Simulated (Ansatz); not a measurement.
Planning a run of Ansatz 0.2.0 on Cs2HgSe2 (Pbam). The input:

```yaml
crystal:
  lattice:
    - [8.1849, 0.0, 0.0]
    - [0.0, 10.3302, 0.0]
    - [0.0, 0.0, 4.7112]
  atoms:
    - { symbol: Cs, position: [0.39222, 0.83311, 0.5] }
    - { symbol: Cs, position: [0.60778, 0.16689, 0.5] }
    - { symbol: Cs, position: [0.89222, 0.66689, 0.5] }
    - { symbol: Cs, position: [0.10778, 0.33311, 0.5] }
    - { symbol: Hg, position: [0.5, 0.5, 0.0] }
    - { symbol: Hg, position: [0.0, 0.0, 0.0] }
    - { symbol: Se, position: [0.23025, 0.59445, 0.0] }
    - { symbol: Se, position: [0.76975, 0.40555, 0.0] }
    - { symbol: Se, position: [0.73025, 0.90555, 0.0] }
    - { symbol: Se, position: [0.26975, 0.09445, 0.0] }
kpoints:
  mp_grid: { grid: [2, 2, 4] }
  band_path:
    path:
      - [0.0, 0.0, 0.0]
      - [0.5, 0.0, 0.0]
      - [0.5, 0.5, 0.0]
      - [0.0, 0.5, 0.0]
      - [0.0, 0.0, 0.5]
      - [0.5, 0.0, 0.5]
      - [0.5, 0.5, 0.5]
      - [0.0, 0.5, 0.5]
      - [0.4, 0.0, 0.0]
    npoints: 1
hamiltonian:
  xc: hse06
  pseudopotentials: { kind: paw, azcp: { folder: soft_1 } }
scf:
  occupations: { method: fixed }
  n_extra_bands: 7
output:
  eigenvalues: true
  write_density: true
  write_potential: true
  elf: true
  volumetric_format: npy
```

```sh
ansatz run input.yaml --threads 2 --pin off --max-ram 92160MiB --backend cuda --events-out ev --progress --plain --runs-dir out --devices 1 --max-vram 13GiB
```

Estimate wall time and host memory on 1 × NVIDIA H100 80GB HBM3 (shared by 6 runs) with 2 threads of AMD EPYC 7R13 (Zen 3), shared host.

It took 84 s; on shared hardware allow 42 s to 2.8 min. Peak host memory was 1.8 GiB. The sizes that set the cost: 7743 plane waves a state, 12 irreducible k points and 16 SCF cycles.

Exact exchange couples every pair of k points and filled bands, so it costs far more than a semilocal run.

[Paths, hosts, dates, memory and timing lines, banners, echoed tables and standing remarks are left out of the program output.]

[Logs are printed without paths, hosts, clocks, repeated set-up lines and the standing remarks that a program may print on its own settings, such as how far it seeks lower states.]

[Runs of the session that timed out or met a known fault of the program may be left out.]

[Cells called generated may have been cut or substituted from an entry of the Crystallography Open Database or the Materials Project.]

[Hosts, paths, dates, database ids (printed as entryN), source tags and the programs' standing remarks are cut or masked in the printed files.]
